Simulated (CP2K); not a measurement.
Consider carboxypyrazine at its PBE geometry (Å).

```xyz
13

O     2.7253    0.1212   -0.8340
C     1.9307   -0.2294    0.0299
O     2.3095   -0.8443    1.1806
C     0.4418   -0.0362   -0.0399
C    -0.1146    0.6035   -1.1579
N    -1.4361    0.8142   -1.2749
C    -2.1881    0.3710   -0.2545
C    -1.6340   -0.2676    0.8622
N    -0.3174   -0.4781    0.9820
H     3.2850   -0.9187    1.1210
H     0.5297    0.9509   -1.9668
H    -3.2662    0.5297   -0.3305
H    -2.2657   -0.6161    1.6827
```

Method: CP2K XAS_TDP, all-electron GAPW, PBEh(45%), aug-cc-pVDZ, TDA, GW2X-corrected core level, no relativity.

Where do the N K-edge lines lie, and how strong are they?

Leading lines: N6 399.49 eV and N9 399.21 eV. The leading line of an atom is its first one with 35 % of the strongest within 2.5 eV of its lowest line over the strength cut. Core ionisation energies at this level: N6 406.60 and N9 406.65 eV.

The first six lines of each atom with a strength over 0.0015:

| atom | energy (eV) | states | strength, one atom | above the computed threshold |
| --- | --- | --- | --- | --- |
| N6 (bonded to 2 C) | 399.49 | 1 | 0.0526 |  |
|  | 405.46 | 1 | 0.0053 |  |
|  | 405.87 | 1 | 0.0018 |  |
|  | 408.05 | 1 | 0.0083 | yes |
|  | 408.15 | 1 | 0.0068 | yes |
|  | 408.36 | 1 | 0.0019 | yes |
| N9 (bonded to 2 C) | 399.21 | 1 | 0.0535 |  |
|  | 405.94 | 1 | 0.0017 |  |
|  | 407.16 | 1 | 0.0051 | yes |
|  | 407.40 | 1 | 0.0019 | yes |
|  | 407.74 | 1 | 0.0036 | yes |
|  | 407.98 | 1 | 0.0064 | yes |

Lines are vertical, at one geometry, with no vibrational structure. GW2X ionisation energies and lines can be off by 1 to 2 eV either way, and a good line position may hide errors that cancel. These values hold no scalar relativity, about 0.2 eV for N 1s. Rydberg lines, and the discretised continuum above threshold, depend on the basis and the box.

[Banner, clock and machine lines of the logs are left out without a mark of their own.]

[Logs are printed without paths, hosts, clocks, repeated set-up lines and the standing remarks that a program may print on its own settings, such as how far it seeks lower states.]

[Hosts, paths, dates, database ids (printed as entryN), source tags and the programs' standing remarks are cut or masked in the printed files.]
